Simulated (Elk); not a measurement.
# MnSe: cost and accuracy of all numerical settings together, part 2 of 2

Aim: see how far moments and order energies of MnSe move with all numerical settings together, and what each rung costs.

Elk 11.2.3 (patched build); PBEsol; all-electron APW+lo, Dirac cores, scalar-relativistic bands.

So far, largest spin moment in the muffin-tin sphere (μB): step 2 (rung 1 (rgkmax 5, mesh 4×4×4), start ferro +) 4.16; step 3 (rung 1 (rgkmax 5, mesh 4×4×2), start antiferro q=(0,0,1/2) +-) 4.06; step 4 (rung 2 (rgkmax 6, mesh 4×4×4), start ferro +) 4.18; step 5 (rung 2 (rgkmax 6, mesh 4×4×2), start antiferro q=(0,0,1/2) +-) 4.09; step 6 (rung 3 (rgkmax 7, mesh 6×6×6), start ferro +) 4.24.

The database entry behind the starting cell is an old determination (1938), so it need not match the best structure at ambient conditions.

### Step 7. Rung 3 (rgkmax 7, mesh 6×6×3), start antiferro q=(0,0,1/2) +-

elk.in

```
tasks
  0

xctype
  22

rgkmax
  7.0

nempty
  10

swidth
  0.005

reducebf
  0.6

epsengy
  1e-05

maxscl
  100

lmaxi
  2

lmaxapw
  8

lmaxo
  6

gmaxvr
  12.0

spinpol
  .true.

sppath
  './'

avec
  0.00000000000 5.49910302266 5.49910302266
  5.49910302266 0.00000000000 5.49910302266
  10.99820604532 10.99820604532 0.00000000000

atoms
  2
  'Mn.in'
  2
  0.0000000000 0.0000000000 0.0000000000   0.000000 0.000000 -0.337500
  0.0000000000 0.0000000000 0.5000000000   0.000000 0.000000 0.337500
  'Se.in'
  2
  0.2500000000 0.2500000000 0.1250000000   0.000000 0.000000 0.000000
  0.2500000000 0.2500000000 0.6250000000   0.000000 0.000000 0.000000

ngridk
  6 6 3
```

Started as:

```sh
$ OMP_NUM_THREADS=2 elk
```

Numbers of over 12 decimals in the logs are rounded to 6 here.

What it wrote:

```text
Warning(init1): few empty states an atom for a second variation :    10.00000000
 they are its basis, with spin, DFT+U, afieldc (12 by default), in Hartree-Fock and RDMFT; 30 and more for pressures

--- INFO.OUT ---
┌─────────────────────────┐
│ Elk code version 11.2.3 │
└─────────────────────────┘

All units are atomic (Hartree, Bohr, etc.)

┌─────────────────────────────────────────────────┐
│ Ground-state run starting from atomic densities │
└─────────────────────────────────────────────────┘

Lattice vectors :
[...]
total calculated charge     :    118.0004313
 total charge                :    118.0000000
 error                       :   0.4313453025E-03

Moments :
 interstitial                :   0.2384880659E-16
 muffin-tins
  species : 1 (Mn)
   atom 1                    :    4.147165100
   atom 2                    :   -4.147165100
  species : 2 (Se)
   atom 1                    :   0.4566118286E-01
   atom 2                    :  -0.4566118286E-01
 total in muffin-tins        :    0.000000000
 total moment                :   0.2384880659E-16

┌──────────────────────────────┐
│ Self-consistent loop stopped │
└──────────────────────────────┘

Wrote STATE.OUT

[key lines of the parts left out:]
total energy                :     -7172.2989699398
```

It took 3.9 min on 2 threads of Intel Xeon at 2.70GHz, shared host; peak memory 0.29 GiB; 7.6 min of CPU time.

Numbers from this step:

```yaml
magnetization: 0 μB
final_state: antiferromagnetic
largest_moment: 4.147 μB
```

This start lies -169.4 meV a seeded atom from the first, a change of +11.3 meV since rung 2; its largest moment is 4.15 μB.

### Step 8. Rung 4 (rgkmax 8, mesh 8×8×8), start ferro +

elk.in

```
tasks
  0

xctype
  22

rgkmax
  8.0

nempty
  16

swidth
  0.005

reducebf
  0.6

epsengy
  1e-05

maxscl
  100

lmaxi
  2

lmaxapw
  10

lmaxo
  8

gmaxvr
  16.0

spinpol
  .true.

sppath
  './'

avec
  0.00000000000 5.49910302266 5.49910302266
  5.49910302266 0.00000000000 5.49910302266
  5.49910302266 5.49910302266 0.00000000000

atoms
  2
  'Mn.in'
  1
  0.0000000000 0.0000000000 0.0000000000   0.000000 0.000000 -0.337500
  'Se.in'
  1
  0.2500000000 0.2500000000 0.2500000000   0.000000 0.000000 0.000000

ngridk
  8 8 8
```

Started as:

```sh
$ OMP_NUM_THREADS=2 elk
```

What it wrote:

```text
┌─────────────────────────┐
│ Elk code version 11.2.3 │
└─────────────────────────┘

All units are atomic (Hartree, Bohr, etc.)

┌─────────────────────────────────────────────────┐
│ Ground-state run starting from atomic densities │
└─────────────────────────────────────────────────┘

Lattice vectors :
   0.000000000       5.499103023       5.499103023
   5.499103023       0.000000000       5.499103023
   5.499103023       5.499103023       0.000000000

Species : 1 (Mn)
 muffin-tin radius :    2.356181458
[...]
total in muffin-tins        :    55.96679554
 total calculated charge     :    58.99998506
 total charge                :    59.00000000
 error                       :   0.1493690026E-04

Moments :
 interstitial                :   0.4442391281
 muffin-tins
  species : 1 (Mn)
   atom 1                    :    4.270565772
  species : 2 (Se)
   atom 1                    :   0.8477243635E-01
 total in muffin-tins        :    4.355338208
 total moment                :    4.799577336

┌──────────────────────────────┐
│ Self-consistent loop stopped │
└──────────────────────────────┘

Wrote STATE.OUT

[key lines of the parts left out:]
total energy                :     -3586.1511790855
```

The job ended after 3.9 min (2 threads; peak memory 0.24 GiB; 7.6 min of CPU time).

This step gave:

| Item | Value |
| --- | --- |
| magnetization | 4.800 μB |
| final state | ferromagnetic |
| largest moment | 4.271 μB |

The largest moment moves by +0.03 μB from rung 3, at 5.0 times its CPU time.

### Step 9. Rung 4 (rgkmax 8, mesh 8×8×4), start antiferro q=(0,0,1/2) +-

elk.in

```
tasks
  0

xctype
  22

rgkmax
  8.0

nempty
  16

swidth
  0.005

reducebf
  0.6

epsengy
  1e-05

maxscl
  100

lmaxi
  2

lmaxapw
  10

lmaxo
  8

gmaxvr
  16.0

spinpol
  .true.

sppath
  './'

avec
  0.00000000000 5.49910302266 5.49910302266
  5.49910302266 0.00000000000 5.49910302266
  10.99820604532 10.99820604532 0.00000000000

atoms
  2
  'Mn.in'
  2
  0.0000000000 0.0000000000 0.0000000000   0.000000 0.000000 -0.337500
  0.0000000000 0.0000000000 0.5000000000   0.000000 0.000000 0.337500
  'Se.in'
  2
  0.2500000000 0.2500000000 0.1250000000   0.000000 0.000000 0.000000
  0.2500000000 0.2500000000 0.6250000000   0.000000 0.000000 0.000000

ngridk
  8 8 4
```

Started as:

```sh
$ OMP_NUM_THREADS=2 elk
```

What it wrote:

```text
┌─────────────────────────┐
│ Elk code version 11.2.3 │
└─────────────────────────┘

All units are atomic (Hartree, Bohr, etc.)

┌─────────────────────────────────────────────────┐
│ Ground-state run starting from atomic densities │
└─────────────────────────────────────────────────┘

Lattice vectors :
   0.000000000       5.499103023       5.499103023
   5.499103023       0.000000000       5.499103023
   10.99820605       10.99820605       0.000000000

Species : 1 (Mn)
 muffin-tin radius :    2.356181458
[...]
total calculated charge     :    117.9999723
 total charge                :    118.0000000
 error                       :   0.2772566533E-04

Moments :
 interstitial                :   0.5515959473E-14
 muffin-tins
  species : 1 (Mn)
   atom 1                    :    4.165087213
   atom 2                    :   -4.165087213
  species : 2 (Se)
   atom 1                    :   0.4555943221E-01
   atom 2                    :  -0.4555943221E-01
 total in muffin-tins        :    0.000000000
 total moment                :   0.5515959473E-14

┌──────────────────────────────┐
│ Self-consistent loop stopped │
└──────────────────────────────┘

Wrote STATE.OUT

[key lines of the parts left out:]
total energy                :     -7172.3149089043
```

Run time: 21 min. Hardware: 2 threads; peak memory 0.45 GiB; 42 min of CPU time.

Numbers from this step:

| Property | Result |
| --- | --- |
| magnetization | 0 μB |
| final state | antiferromagnetic |
| largest moment | 4.165 μB |

This start lies -170.8 meV a seeded atom from the first, a change of -1.3 meV since rung 3; its largest moment is 4.17 μB.

### Step 10. An attempt with other settings

An input with a fault is tried, to see how the program answers.

elk.in

```
tasks
  0

xctype
  22

rgkmax
  7.0

nempty
  12

swidth
  0.005

reducebf
  0.6

epsengy
  1e-05

maxscl
  5

lmaxi
  2

spinpol
  .true.

sppath
  './'

avec
  0.00000000000 5.49910302266 5.49910302266
  5.49910302266 0.00000000000 5.49910302266
  5.49910302266 5.49910302266 0.00000000000

atoms
  2
  'Mn.in'
  1
  0.0000000000 0.0000000000 0.0000000000   0.000000 0.000000 -0.337500
  'Se.in'
  1
  0.2500000000 0.2500000000 0.2500000000   0.000000 0.000000 0.000000

ngridk
  8 8 8
```

Started as:

```sh
$ OMP_NUM_THREADS=2 elk
```

What it wrote:

```text
Warning(gndstate): failed to reach self-consistency after 5 loops

--- INFO.OUT ---
┌─────────────────────────┐
│ Elk code version 11.2.3 │
└─────────────────────────┘

All units are atomic (Hartree, Bohr, etc.)

┌─────────────────────────────────────────────────┐
│ Ground-state run starting from atomic densities │
└─────────────────────────────────────────────────┘

Lattice vectors :
   0.000000000       5.499103023       5.499103023
   5.499103023       0.000000000       5.499103023
   5.499103023       5.499103023       0.000000000

Species : 1 (Mn)
 muffin-tin radius :    2.356181458
 atomic positions (lattice), magnetic fields (Cartesian) :
  1 :   0.00000000  0.00000000  0.00000000    0.00000000  0.00000000 -0.33750000

Species : 2 (Se)
 muffin-tin radius :    2.356181458
 atomic positions (lattice), magnetic fields (Cartesian) :
  1 :   0.25000000  0.25000000  0.25000000    0.00000000  0.00000000  0.00000000

Total number of atoms per unit cell :    2
Total muffin-tin volume :    109.5834090
 ratio of muffin-tin to unit cell volume :   0.3294877276

Spin treatment :
 spin-polarised
 global magnetic field (Cartesian) :    0.000000000       0.000000000       0.000000000
 collinear magnetisation in z-direction

Number of Bravais lattice symmetries :   48
Number of crystal symmetries         :   24
Crystal has no inversion symmetry
Complex Hermitian eigensolver will be used

k-point grid :      8     8     8
k-point offset :    0.000000000       0.000000000       0.000000000
k-point set is reduced with full crystal symmetry group
Total number of k-points :       43

Muffin-tin radius times maximum |G+k| :    7.000000000
 using average radius
Maximum |G+k| for APW functions       :    2.970908703
Maximum (1/2)|G+k|²                   :    4.413149262
Maximum |G| for potential and density :    12.00000000
Constant for pseudocharge density :    7
 order of it for each species :   14  14
 order of it for pair densities of each species (exact exchange by exxq0 0: 14) :   10  10
Radial integration step length :    1

G-vector grid sizes :     30    30    30
Number of G-vectors :     9721

Maximum angular momentum used for
 APW functions            :    8
 outer part of muffin-tin :    6

Number of empty states         :     24
Total number of valence states :     80
Total number of core states    :     28

Third-order local-orbitals added for an l without core states : T
Total number of local-orbitals :     43

Exchange-correlation functional :     22     0     0
 PBEsol, Phys. Rev. Lett. 100, 136406 (2008)
 gradient requirement :    1
 generalised gradient approximation (GGA)

Smearing type :    3
 Fermi-Dirac
Smearing width :   0.5000000000E-02
Effective electronic temperature (K) :    1578.875124

Mixing type :    3
 Broyden mixing, J. Phys. A: Math. Gen. 17, L317 (1984)

Kohn-Sham potential initialised from atomic data

┌──────────────────────────────┐
│ Self-consistent loop started │
└──────────────────────────────┘

[... earlier loops left out ...]

┌─────────────────┐
│ Loop number : 5 │
└─────────────────┘

Reached self-consistent loops maximum

Energies :
 Fermi                       :     0.142093
 sum of occupied eigenvalues :     -2084.5001743157
 electron kinetic            :      3657.1385158614
 core electron kinetic       :      3330.4856773690
 Coulomb                     :     -7106.0906962328
 Coulomb potential           :     -5562.2887591448
 nuclear-nuclear             :     -433.20385458381
 electron-nuclear            :     -7792.8790423099
 Hartree                     :      1119.9922006609
 Madelung                    :     -4324.9463166604
 xc potential                :     -179.10699736453
 xc effective B-field        :    -0.284251
 external B-field            :      0.000000
 exchange                    :     -134.30943385611
 correlation                 :     -3.169392
 electron entropic           :    -0.42878571889563E-02
 total energy                :     -3586.4352938171
 (external B-field energy excluded from total)

Density of states at Fermi energy :    51.57747346
 (states/Hartree/unit cell)

Estimated indirect band gap :   0.4636256974E-03
 from k-point 15 to k-point 40
Estimated direct band gap   :   0.1131208634E-01
 at k-point 34

Charges :
 core                        :    28.00000000
 valence                     :    31.00000000
 interstitial                :    3.084987227
 muffin-tins (core leakage)
  species : 1 (Mn)
   atom 1                    :    23.39712541     ( -0.2236155137E-06)
  species : 2 (Se)
   atom 1                    :    32.51788736     (  0.7834563795E-04)
 total in muffin-tins        :    55.91501277
 total calculated charge     :    59.00010408
 total charge                :    59.00000000
[...]
Moments :
 interstitial                :   0.4102644901
 muffin-tins
  species : 1 (Mn)
   atom 1                    :    3.884271981
  species : 2 (Se)
   atom 1                    :   0.6564876995E-01
 total in muffin-tins        :    3.949920751
 total moment                :    4.360185241

┌──────────────────────────────┐
│ Self-consistent loop stopped │
└──────────────────────────────┘

Wrote STATE.OUT
```

Wall time 23 s (2 threads); peak memory 0.15 GiB.

No converged result was reached; the numbers in the log don't describe the system.

The fault put into the input: too few SCF loops.

The limit on cycles came before convergence; raising it mends this.

### Step 11. The rungs together

Ladder, by row:

```csv
rung,rgkmax,mesh,empty states an atom,state from the first start,state from the second start,second less first (meV a seeded atom),"moment, first (μB)","moment, second (μB)",CPU time (s)
1,5,4x4x4,4,ferromagnetic,antiferromagnetic,-171.9,4.163,4.062,122.4
2,6,4x4x4,6,ferromagnetic,antiferromagnetic,-180.8,4.176,4.093,225.7
3,7,6x6x6,10,ferromagnetic,antiferromagnetic,-169.4,4.236,4.147,549.5
4,8,8x8x8,16,ferromagnetic,antiferromagnetic,-170.8,4.271,4.165,2970
```

### Step 12. Outcome

```json
{
  "range of the moment in the table, second start": "4.06 to 4.17 μB",
  "range of CPU time": "2 min to 49 min",
  "range of the energy difference": "-181 to -169 meV a seeded atom",
  "first rung from which all stay within 8.5 meV of the last": "3"
}
```

**Reading.** From rung 3 on the result stays within 1.3 meV of the last rung, inside the margin of 8.5 meV set for it, at 19 % of the last rung's cost. The second start ends lower on every rung of the table; whether functional and cell give the true order is another question. With a GGA and lmaxo under 10 this build's totals carry angular errors that reach some ten meV an atom in oxides, so smaller differences are in doubt.

[Logs and program files are shortened in this print: banners, set-up blocks, solver, clock and traceback lines can be left out without a mark of their own.]

[Logs are printed without paths, hosts, clocks, repeated set-up lines and the standing remarks that a program may print on its own settings, such as how far it seeks lower states.]

[Hosts, paths, dates, database ids (printed as entryN), source tags and the programs' standing remarks are cut or masked in the printed files.]

[Where a cell is said to come from a database of computed structures, the database is the Materials Project.]
